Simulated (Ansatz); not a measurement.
## Dielectric response of GaN (110) films

How well do thin zincblende GaN (110) films screen a perpendicular field?

Main program and level: Ansatz 0.2.0; plane-wave DFT, PBE, Ansatz PAW, in the first sound run; inputs show where later runs differ.

## Step 1: The starting structure

The cell holds 10 atoms: 5 Ga and 5 N. Cell: a = 3.182 Å, b = 4.500 Å, c = 24.364 Å, α = 90.0°, β = 90.0°, γ = 90.0°. It derives from GaN (zincblende GaN). Vacuum lies along c.

As a file:

```xyz
10
Lattice="3.1820 0.0000 0.0000 0.0000 4.5000 0.0000 0.0000 0.0000 24.3640" Properties=species:S:1:pos:R:3
Ga    1.5910    2.2500    9.0000
N     0.0000    3.3750    9.0000
Ga    0.0000    0.0000   10.5910
N     1.5910    1.1250   10.5910
Ga    1.5910    2.2500   12.1820
N     0.0000    3.3750   12.1820
Ga    0.0000    0.0000   13.7730
N     1.5910    1.1250   13.7730
Ga    1.5910    2.2500   15.3640
N     0.0000    3.3750   15.3640
```

## Step 2: Relaxation, 10 atoms, units 5

The structure is relaxed first, because levels and dipoles at a surface follow the positions of the outer atoms.

input.yaml

```yaml
crystal:
  lattice:
    - [3.18198052, 0.0, 0.0]
    - [0.0, 4.5, 0.0]
    - [0.0, 0.0, 24.3639610307]
  atoms:
    - { symbol: Ga, position: [0.5, 0.5, 0.3693980625] }
    - { symbol: "N", position: [0.0, 0.75, 0.3693980625] }
    - { symbol: Ga, position: [0.0, 0.0, 0.4346990313] }
    - { symbol: "N", position: [0.5, 0.25, 0.4346990313] }
    - { symbol: Ga, position: [0.5, 0.5, 0.5] }
    - { symbol: "N", position: [0.0, 0.75, 0.5] }
    - { symbol: Ga, position: [0.0, 0.0, 0.5653009687] }
    - { symbol: "N", position: [0.5, 0.25, 0.5653009687] }
    - { symbol: Ga, position: [0.5, 0.5, 0.6306019375] }
    - { symbol: "N", position: [0.0, 0.75, 0.6306019375] }
kpoints:
  mp_grid: { grid: [8, 6, 1] }
hamiltonian:
  xc: pbe
scf:
  occupations: { method: fixed }
  convergence: { dr2_threshold: 1.0e-09 }
efield:
  axis: 3
  dipole_correction: true
  ramp_position: 0.97
  ramp_width: 0.06
relax:
  f_tol: 0.003
  max_steps: 100
output:
  write_potential: true
  write_density: true
  volumetric_format: npy
```

Command:

```bash
> ansatz run input.yaml --threads 8 --pin off --max-ram 12288MiB --backend cpu --events-out ev --progress --plain --runs-dir out
```

Numbers of over 12 decimals in the logs are rounded to 6 here.

The program printed:

```text
Engine: ansatz 0.2.0, aarch64-unknown-linux-gnu
Pseudopotentials: kind: paw
Pseudopotential: Ga, paw, valence charge 13, recommended cutoff 420 eV (normal), Ga.paw.azcp
Pseudopotential: N, paw, valence charge 5, recommended cutoff 420 eV (normal), N.paw.azcp
Functional definition: PBE
  parameter kappa = 0.804
  parameter beta = 0.066725
  exchange = pbe_x(kappa = kappa, mu = beta*pi^2/3)
  correlation = pbe_c(beta = beta)
Crystal: 10 atoms, lattice volume = 348.865 Å³
Basis set: ecut = 420 eV, 6813 PW (Γ), exchange–correlation on 48×64×360 points (8 copies of the dense FFT grid, shifted against one another)
Bands: 55, of which v1, the nominal top of the filled ones, is band 45 counted from 1 (44 counted from 0)
Symmetry: 2 space group operations
k-points: 20 of 48 (time reversal used)
Non-local potential: Ga, projectors of the file, l = 0: 2, l = 1: 2, l = 2: 3, l = 3: 1
Non-local potential: N, projectors of the file, l = 0: 2, l = 1: 2, l = 2: 1
PAW form: soft (Blöchl's): semilocal exchange-correlation on the pseudo side does not see the compensation charge
PAW one-centre angular grid: Ga, 590 points (default); XC on 64 Gauss nodes
PAW one-centre angular grid: N, 110 points (default); XC on 64 Gauss nodes
Initial density: superposition of atomic densities (neutral atoms: chi_scale 0, normalization atom), corrected by the library's trained network
Initial wavefunctions: pseudopotential atomic-orbital guess
Functional: x = pbe(κ = 0.804, μ = 0.219515), c = pbe(β = 0.066725)
SCF iter   1: F=—  HF=-20835.558796 eV  |F-HF|=—  |Δ(HF+E_count)|=         —  Δρ=2.26e-3  dr2=2.63e-2  ethr=1.77e-3  p=0.000 e·Å  D=2.19e-14 V/Å  ΔV_dip=-0.00 eV  dr2_dipole=1.46e-9  V_vac-E_F(+/−)=5.05/5.05 eV  ⟨swp⟩=5.0  Hψ=3989  notcnv=0  defer=160
efield: sawtooth ramp at fractional position 0.9700 (set: `efield.ramp_position`, or a place that a band, a saddle search or an elastic batch's reference lends), width 0.0600; the density the first Hamiltonian is built on has a dipole p = 0.000 e·Å; the dipole correction subtracts the counter field D = 2.19e-14 V/Å, which shifts the + side's vacuum level by -0.00 eV against the − side's; the planar-averaged density in the ramp window peaks in size at 9.4e-6 e/Å³
preconditioner: auto → Resta (q_TF=auto, 2.177 Å⁻¹)  ε∞=2.5  [insulator: Δε(μ)=0.537 eV  Ē_g=15.194 eV  n_scr=56 (ndim 8)  ℏωp=18.9 eV  f_vac=0.614  ε∞_Penn≈2.5  vacuum switching on, ρ_ref=1.7e-2 e/Å³]
SCF iter   2: F=—  HF=-20835.558869 eV  |F-HF|=—  |Δ(HF+E_count)|=   7.38e-5  Δρ=1.62e-3  dr2=7.61e-3  ethr=2.92e-5  p=-0.000 e·Å  D=-7.93e-6 V/Å  ΔV_dip=0.00 eV  dr2_dipole=2.34e-9  V_vac-E_F(+/−)=5.02/5.02 eV  ⟨swp⟩=3.0  Hψ=1658  notcnv=0  defer=160  κ⁻¹=1.0e0(r=1)
density mixer auto → broyden: gapped, with many states about μ (density of states about μ 0.42 of a free-electron gas's, 56 screened modes)
SCF iter   3: F=—  HF=-20835.558185 eV  |F-HF|=—  |Δ(HF+E_count)|=   6.84e-4  Δρ=6.40e-4  dr2=1.37e-3  ethr=8.45e-6  p=-0.000 e·Å  D=-1.98e-7 V/Å  ΔV_dip=0.00 eV  dr2_dipole=7.53e-11  V_vac-E_F(+/−)=5.04/5.04 eV  ⟨swp⟩=2.0  Hψ=1357  notcnv=0  defer=160  κ⁻¹=3.7e-2(r=2)
SCF iter   4: F=—  HF=-20835.558450 eV  |F-HF|=—  |Δ(HF+E_count)|=   2.65e-4  Δρ=1.41e-4  dr2=5.84e-5  ethr=1.52e-6  p=0.000 e·Å  D=4.07e-6 V/Å  ΔV_dip=-0.00 eV  dr2_dipole=5.80e-10  V_vac-E_F(+/−)=5.04/5.04 eV  ⟨swp⟩=2.7  Hψ=1828  notcnv=0  defer=160  κ⁻¹=3.9e-3(r=3)
SCF iter   5: F=—  HF=-20835.558500 eV  |F-HF|=—  |Δ(HF+E_count)|=   5.03e-5  Δρ=6.49e-5  dr2=1.10e-5  ethr=6.48e-8  p=-0.000 e·Å  D=-1.90e-6 V/Å  ΔV_dip=0.00 eV  dr2_dipole=3.21e-10  V_vac-E_F(+/−)=5.04/5.04 eV  ⟨swp⟩=2.0  Hψ=1490  notcnv=0  defer=159  κ⁻¹=2.5e-4(r=4)
SCF iter   6: F=—  HF=-20835.558510 eV  |F-HF|=—  |Δ(HF+E_count)|=   9.97e-6  Δρ=1.64e-5  dr2=6.87e-7  ethr=1.22e-8  p=0.000 e·Å  D=4.09e-6 V/Å  ΔV_dip=-0.00 eV  dr2_dipole=1.07e-9  V_vac-E_F(+/−)=5.04/5.04 eV  ⟨swp⟩=2.9  Hψ=1953  notcnv=0  defer=145  κ⁻¹=4.2e-5(r=5)
SCF iter   7: F=—  HF=-20835.558651 eV  |F-HF|=—  |Δ(HF+E_count)|=   1.40e-4  Δρ=8.01e-6  dr2=1.29e-7  ethr=7.63e-10  p=-0.000 e·Å  D=-2.11e-6 V/Å  ΔV_dip=0.00 eV  dr2_dipole=3.82e-10  V_vac-E_F(+/−)=5.04/5.04 eV  ⟨swp⟩=2.0  Hψ=1880  notcnv=0  defer=131  κ⁻¹=3.7e-6(r=6)
SCF iter   8: F=—  HF=-20835.558651 eV  |F-HF|=—  |Δ(HF+E_count)|=   3.62e-7  Δρ=2.49e-6  dr2=1.65e-8  ethr=1.44e-10  p=0.000 e·Å  D=3.24e-6 V/Å  ΔV_dip=-0.00 eV  dr2_dipole=7.71e-10  V_vac-E_F(+/−)=5.04/5.04 eV  ⟨swp⟩=2.1  Hψ=1585  notcnv=0  defer=131  κ⁻¹=8.8e-7(r=7)
SCF iter   9: F=—  HF=-20835.558651 eV  |F-HF|=—  |Δ(HF+E_count)|=   2.92e-8  Δρ=1.15e-6  dr2=3.81e-9  ethr=1.84e-11  p=-0.000 e·Å  D=-1.85e-6 V/Å  ΔV_dip=0.00 eV  dr2_dipole=2.75e-10  V_vac-E_F(+/−)=5.04/5.04 eV  ⟨swp⟩=2.4  Hψ=1951  notcnv=0  defer=131  κ⁻¹=1.9e-7(r=8)
SCF iter  10: F=-20835.558651 eV  HF=-20835.558651 eV  |F-HF|=6.80e-10  |Δ(HF+E_count)|=   2.89e-9  Δρ=4.86e-7  dr2=5.15e-10  ethr=1.11e-12  p=0.000 e·Å  D=4.14e-7 V/Å  ΔV_dip=-0.00 eV  dr2_dipole=1.42e-11  V_vac-E_F(+/−)=5.04/5.04 eV  ⟨swp⟩=8.5  Hψ=6713  notcnv=0
SCF 1 converged in 10 iterations: F = -20835.558651 eV  dr2 = 5.15e-10
  greatest PAW one-centre occupation: 0.996 electrons in one spin orbital (limit 2), on the Ga atom at site 8 (counted from 0), in its partial waves of l = 2
relax step   1: F+E_penalty+E_count = -20835.55865091 eV  Δ(F+E_penalty+E_count) = +0.000e0 eV  max|allowed force component| = 2.361e0 eV/Å  Δτ_max = 0.0000 Å  (10 SCF iters, accepted)
Initial density: handed on by an earlier stage of this run
Initial wavefunctions: those handed on with the density
iter 1 solved again at ethr=3.64e-4 eV; its pass at ethr=3.10e-3 eV (dr2=3.28e-1 eV) is discarded
SCF iter   1: F=—  HF=-20836.317669 eV  |F-HF|=—  |Δ(HF+E_count)|=         —  Δρ=1.30e-2  dr2=3.27e-1  ethr=3.64e-4  p=0.000 e·Å  D=4.14e-7 V/Å  ΔV_dip=-0.00 eV  dr2_dipole=3.12e-11  V_vac-E_F(+/−)=5.35/5.35 eV  ⟨swp⟩=1.2  Hψ=4460  notcnv=0  defer=160
efield: sawtooth ramp at fractional position 0.9700 (set: `efield.ramp_position`, or a place that a band, a saddle search or an elastic batch's reference lends), width 0.0600; the density the first Hamiltonian is built on has a dipole p = 0.000 e·Å; the dipole correction subtracts the counter field D = 4.14e-7 V/Å, which shifts the + side's vacuum level by -0.00 eV against the − side's; the planar-averaged density in the ramp window peaks in size at 2.4e-6 e/Å³
preconditioner: auto → Resta (q_TF=auto, 2.177 Å⁻¹)  ε∞=2.5  [insulator: Δε(μ)=1.329 eV  Ē_g=15.417 eV  n_scr=56 (ndim 8)  ℏωp=18.9 eV  f_vac=0.624  ε∞_Penn≈2.5  vacuum switching on, ρ_ref=1.7e-2 e/Å³]
[...]
SCF 3 converged in 10 iterations: F = -20836.354984 eV  dr2 = 4.44e-10
relax step   3: F+E_penalty+E_count = -20836.35498445 eV  Δ(F+E_penalty+E_count) = -1.214e-1 eV  max|allowed force component| = 4.199e-1 eV/Å  Δτ_max = 0.0493 Å  (10 SCF iters, accepted)
[...]
relax step   4: F+E_penalty+E_count = -20836.37785566 eV  Δ(F+E_penalty+E_count) = -2.287e-2 eV  max|allowed force component| = 6.995e-2 eV/Å  Δτ_max = 0.0323 Å  (10 SCF iters, accepted)
[...]
relax step   5: F+E_penalty+E_count = -20836.37864563 eV  Δ(F+E_penalty+E_count) = -7.900e-4 eV  max|allowed force component| = 1.768e-2 eV/Å  Δτ_max = 0.0107 Å  (9 SCF iters, accepted)
SCF iter   1: F=—  HF=-20836.378553 eV  |F-HF|=—  |Δ(HF+E_count)|=         —  Δρ=9.24e-5  dr2=4.76e-5  ethr=4.19e-7  p=0.000 e·Å  D=1.97e-7 V/Å  ΔV_dip=-0.00 eV  dr2_dipole=9.40e-13  V_vac-E_F(+/−)=5.77/5.77 eV  ⟨swp⟩=2.0  Hψ=2360  notcnv=0  defer=160
efield: sawtooth ramp at fractional position 0.9700 (set: `efield.ramp_position`, or a place that a band, a saddle search or an elastic batch's reference lends), width 0.0600; the density the first Hamiltonian is built on has a dipole p = 0.000 e·Å; the dipole correction subtracts the counter field D = 1.97e-7 V/Å, which shifts the + side's vacuum level by -0.00 eV against the − side's; the planar-averaged density in the ramp window peaks in size at 3.8e-7 e/Å³
preconditioner: auto → Resta (q_TF=auto, 2.177 Å⁻¹)  ε∞=2.5  [insulator: Δε(μ)=1.499 eV  Ē_g=15.536 eV  n_scr=56 (ndim 8)  ℏωp=18.9 eV  f_vac=0.625  ε∞_Penn≈2.5  vacuum switching on, ρ_ref=1.8e-2 e/Å³]
SCF iter   2: F=—  HF=-20836.378543 eV  |F-HF|=—  |Δ(HF+E_count)|=   9.36e-6  Δρ=4.53e-5  dr2=3.29e-6  ethr=5.29e-8  p=-0.000 e·Å  D=-1.55e-8 V/Å  ΔV_dip=0.00 eV  dr2_dipole=6.20e-14  V_vac-E_F(+/−)=5.78/5.78 eV  ⟨swp⟩=2.0  Hψ=1495  notcnv=0  defer=91  κ⁻¹=1.0e0(r=1)
density mixer auto → broyden: gapped, where msr1 would fit the directions that read negative (density of states about μ 0.10 of a free-electron gas's, 56 screened modes)
SCF iter   3: F=—  HF=-20836.378685 eV  |F-HF|=—  |Δ(HF+E_count)|=   1.42e-4  Δρ=1.98e-5  dr2=7.68e-7  ethr=3.65e-9  p=0.000 e·Å  D=4.08e-8 V/Å  ΔV_dip=-0.00 eV  dr2_dipole=2.07e-13  V_vac-E_F(+/−)=5.78/5.78 eV  ⟨swp⟩=2.1  Hψ=1931  notcnv=0  defer=91  κ⁻¹=5.7e-2(r=2)
SCF iter   4: F=—  HF=-20836.378685 eV  |F-HF|=—  |Δ(HF+E_count)|=   5.45e-8  Δρ=8.14e-6  dr2=1.38e-7  ethr=8.53e-10  p=-0.000 e·Å  D=-5.92e-8 V/Å  ΔV_dip=0.00 eV  dr2_dipole=7.59e-14  V_vac-E_F(+/−)=5.78/5.78 eV  ⟨swp⟩=2.0  Hψ=1262  notcnv=0  defer=91  κ⁻¹=8.6e-3(r=3)
SCF iter   5: F=—  HF=-20836.378685 eV  |F-HF|=—  |Δ(HF+E_count)|=   3.72e-8  Δρ=2.06e-6  dr2=1.29e-8  ethr=1.53e-10  p=-0.000 e·Å  D=-1.09e-8 V/Å  ΔV_dip=0.00 eV  dr2_dipole=1.88e-14  V_vac-E_F(+/−)=5.78/5.78 eV  ⟨swp⟩=2.0  Hψ=1874  notcnv=0  defer=91  κ⁻¹=9.0e-4(r=4)
SCF iter   6: F=—  HF=-20836.378685 eV  |F-HF|=—  |Δ(HF+E_count)|=   5.50e-9  Δρ=1.05e-6  dr2=3.46e-9  ethr=1.43e-11  p=-0.000 e·Å  D=-3.55e-8 V/Å  ΔV_dip=0.00 eV  dr2_dipole=7.43e-13  V_vac-E_F(+/−)=5.78/5.78 eV  ⟨swp⟩=2.3  Hψ=1968  notcnv=0  defer=91  κ⁻¹=1.2e-4(r=5)
SCF iter   7: F=-20836.378685 eV  HF=-20836.378685 eV  |F-HF|=1.16e-10  |Δ(HF+E_count)|=   1.80e-9  Δρ=3.57e-7  dr2=3.32e-10  ethr=1.11e-12  p=-0.000 e·Å  D=-2.87e-7 V/Å  ΔV_dip=0.00 eV  dr2_dipole=8.07e-13  V_vac-E_F(+/−)=5.78/5.78 eV  ⟨swp⟩=8.1  Hψ=6818  notcnv=0
SCF 6 converged in 7 iterations: F = -20836.378685 eV  dr2 = 3.32e-10
relax step   6: F+E_penalty+E_count = -20836.37868525 eV  Δ(F+E_penalty+E_count) = -3.962e-5 eV  max|allowed force component| = 2.507e-3 eV/Å  Δτ_max = 0.0011 Å  (7 SCF iters, accepted)
NSCF: frozen V_eff on 20 k-points
the band table was solved once a step of the walk had ended and its energy, with any forces and stress, was formed, with the checks that follow a solve (6408 applications of the Hamiltonian). They found nothing against the state; the energy, forces and stress were not computed again (output.eigenvalues in the input reference)
WARN: The output density's exchange-correlation potential varies sharply where the density is thin. Do not read a vacuum level from v_tot or v_xc, or from such a field of the output density. On a cell that repeats whose density bears no net charge and no dipole along the vacuum's axis use v_es (v_loc + v_h of the components); under efield.dipole_correction with no amplitude use v_es + v_field, which holds any externa [...]
SCF converged after 7 iterations
Stability not checked: this state was not tested for a lower state beside it, because the mixer in use, unlike msr1, does not test its closes by its own steps (another_mixer; see scf.mixing.algorithm and scf.lower_state_search)
Free energy (F): -20836.378685 eV
Harris-Foulkes:  -20836.378685 eV  (|F-HF|=1.16e-10)
Internal energy: -20836.378685 eV  (E = F + TS)
E sigma→0 (E₀):  -20836.378685 eV
Fermi energy:    -0.714300 eV
Dipole field:    D = 0.000001 V/Å  (p = 0.000001 e·Å, saw-weighted, corrected)
Work function:   Φ+ = 5.7802 eV   Φ− = 5.7803 eV
Levels:          The Fermi level and band energies are counted from a zero that moves with the ramp; work functions are not
--- Per-component energies (eV) ---
  E_band       = -959.028790
  E_kinetic    = 1227.219895
  E_local      = -106056.723260  (includes V_loc(G=0)·N_el)
  E_nonlocal   = 2368.654781
  E_hartree    = 52173.341942
  E_xc         = -641.737321
  E_vxc        = -667.097026  (∫ρ·V_xc dr)
  E_paw        = -10596.084154  (= ΣΔE_a)
  E_vpaw       = -2177.769110  (= ΣTr[D̂ρ^β])
  E_aug_tail   = 0.000094  (compensation charges beyond the density's cutoff)
  E_efield     = 0.000000  (sawtooth field / dipole correction)
  E_vefield    = 0.000000  (∫n·V_field dr)
  E_ewald      = 40688.949337
  E_smearing   = -0.000000  (= −TS)
  E_closure    = -0.000000  (closes the sum)
  Σ components = -20836.378685   (vs F -20836.378685, Δ=0.00e0)
--- Forces (eV/Å), atoms counted from 1 ---
  atom   1  Ga     0.00000000     0.00122235    -0.00250488
  atom   2  N      0.00000000     0.00081776     0.00097857
  atom   3  Ga     0.00000000    -0.00020659    -0.00219269
  atom   4  N      0.00000000    -0.00042916     0.00017659
  atom   5  Ga     0.00000000    -0.00153223     0.00000666
  atom   6  N      0.00000000    -0.00128225    -0.00000429
  atom   7  Ga     0.00000000    -0.00020490     0.00219987
  atom   8  N      0.00000000    -0.00042934    -0.00018407
  atom   9  Ga     0.00000000     0.00122357     0.00250642
  atom  10  N      0.00000000     0.00081822    -0.00098312
  max |Σ_I F_I| component: 2.57e-6 eV/Å
--- Band table (eV; the first three rows and the last of 20) ---
  k-point 0: bands = [... 41 lower, -1.0976, -0.8397, -0.8276, -0.8252, 0.7848, 2.0296, 2.9317, 3.7890, ... 6 higher]
  k-point 1: bands = [... 41 lower, -1.1989, -1.1624, -1.0098, -0.7143, 1.4798, 2.1355, 3.0426, 3.7877, ... 6 higher]
  k-point 2: bands = [... 41 lower, -1.4818, -1.4749, -1.0704, -0.7816, 2.3952, 2.5406, 3.3112, 4.0381, ... 6 higher]
  k-point 19: bands = [... 41 lower, -2.2960, -2.0952, -1.2435, -0.7884, 2.2598, 2.8864, 4.6094, 5.1871, ... 6 higher]
--- Relaxed structure (6 steps of the walk, 6 accepted, 0 SCFs on fresh bases) ---
  F+E_penalty+E_count = -20836.37868525 eV   max|allowed force component| = 2.507e-3 eV/Å
  atoms:
    - { symbol: Ga, position: [0.5, 0.537537, 0.375258] }
    - { symbol: N, position: [0.0, 0.742755, 0.365243] }
    - { symbol: Ga, position: [0.0, -0.010384, 0.431817] }
    - { symbol: N, position: [0.5, 0.238204, 0.433102] }
    - { symbol: Ga, position: [0.5, 0.490308, 0.500000] }
    - { symbol: N, position: [0.0, 0.743468, 0.500000] }
    - { symbol: Ga, position: [0.0, -0.010384, 0.568183] }
    - { symbol: N, position: [0.5, 0.238204, 0.566898] }
    - { symbol: Ga, position: [0.5, 0.537537, 0.624742] }
    - { symbol: N, position: [0.0, 0.742755, 0.634757] }
```

Wall time 51 s (8 threads of Arm Neoverse N1, shared host); peak memory 1.2 GiB.

Step by step:

| step | energy less that of the first step (eV) | largest force component (eV/Å) |
| --- | --- | --- |
| 1 | 0.0000 | 2.3611 |
| 2 | -0.6750 | 1.1449 |
| 3 | -0.7963 | 0.4199 |
| 4 | -0.8192 | 0.0699 |
| 5 | -0.8200 | 0.0177 |
| 6 | -0.8200 | 0.0025 |

Forces are held to the 2 operations that the run works with; a distortion that breaks them can't arise in this run.

The atoms that moved most (Å):

| atom | dx | dy | dz | length |
| --- | --- | --- | --- | --- |
| Ga9 | 0.000 | 0.169 | -0.143 | 0.221 |
| Ga1 | 0.000 | 0.169 | 0.143 | 0.221 |
| N10 | 0.000 | -0.033 | 0.101 | 0.106 |
| N2 | 0.000 | -0.033 | -0.101 | 0.106 |
| Ga3 | 0.000 | -0.047 | -0.070 | 0.084 |
| Ga7 | 0.000 | -0.047 | 0.070 | 0.084 |
| N4 | 0.000 | -0.053 | -0.039 | 0.066 |
| N8 | 0.000 | -0.053 | 0.039 | 0.066 |

The relaxed structure:

```xyz
10
Lattice="3.1820 0.0000 0.0000 0.0000 4.5000 0.0000 0.0000 0.0000 24.3640" Properties=species:S:1:pos:R:3
Ga    1.5910    2.4189    9.1428
N     0.0000    3.3424    8.8988
Ga    0.0000   -0.0467   10.5208
N     1.5910    1.0719   10.5521
Ga    1.5910    2.2064   12.1820
N     0.0000    3.3456   12.1820
Ga    0.0000   -0.0467   13.8432
N     1.5910    1.0719   13.8119
Ga    1.5910    2.4189   15.2212
N     0.0000    3.3424   15.4652
```

Numbers from this step:

```yaml
gap_on_the_k_mesh: 1.499 eV
dipole_along_the_normal: 1.21e-6 e·Å
ionisation_energy_upper_face: 5.780 eV
electron_affinity_upper_face: 4.281 eV
```

Running mean over 1.591 Å of the planar mean; the ramp of the sawtooth is left out. The electron's electrostatic potential energy less the highest filled level by z:

z (Å), electron's electrostatic potential energy less the highest filled level (eV) and a bar from the least value:
```
      3.0       5.78 ##############################
      3.5       5.78 ##############################
      4.0       5.78 ##############################
      4.5       5.78 ##############################
      5.0       5.78 ##############################
      5.5       5.78 ##############################
      6.0       5.77 ##############################
      6.5       5.74 ##############################
      7.0       5.60 ##############################
      7.5       4.97 ############################
      8.0       2.47 #####################
      8.5      -1.13 ###########
      9.0      -3.57 ####
      9.5      -4.71 #
     10.0      -5.05 
     10.5      -4.88 
     11.0      -4.32 ##
     11.5      -4.12 ###
     12.0      -4.22 ##
     12.5      -4.19 ##
     13.0      -4.14 ###
     13.5      -4.45 ##
     14.0      -5.01 
     14.5      -4.99 
     15.0      -4.53 #
     15.5      -3.03 ######
     16.0      -0.22 #############
     16.5       3.38 #######################
     17.0       5.25 #############################
     17.5       5.66 ##############################
     18.0       5.75 ##############################
     18.5       5.77 ##############################
     19.0       5.78 ##############################
     19.5       5.78 ##############################
     20.0       5.78 ##############################
     20.5       5.78 ##############################
     21.0       5.78 ##############################
```

The relaxation took 6 steps and lowered the energy by 0.82 eV; the largest force on the free atoms ends at 0.0025 eV/Å.

The gap is 1.50 eV, with the valence edge 5.78 eV and the conduction edge 4.28 eV under the upper vacuum level.

(Part 1 of 5 ends here.)

[Logs are printed without paths, hosts, clocks, repeated set-up lines and the standing remarks that a program may print on its own settings, such as how far it seeks lower states.]

[Hosts, paths, dates, database ids (printed as entryN), source tags and the programs' standing remarks are cut or masked in the printed files.]

[Maps of the electrostatic potential energy from Ansatz leave out the sawtooth potential of an applied field or a dipole correction, so their vacuum need not be flat; planar profiles and work functions include it.]
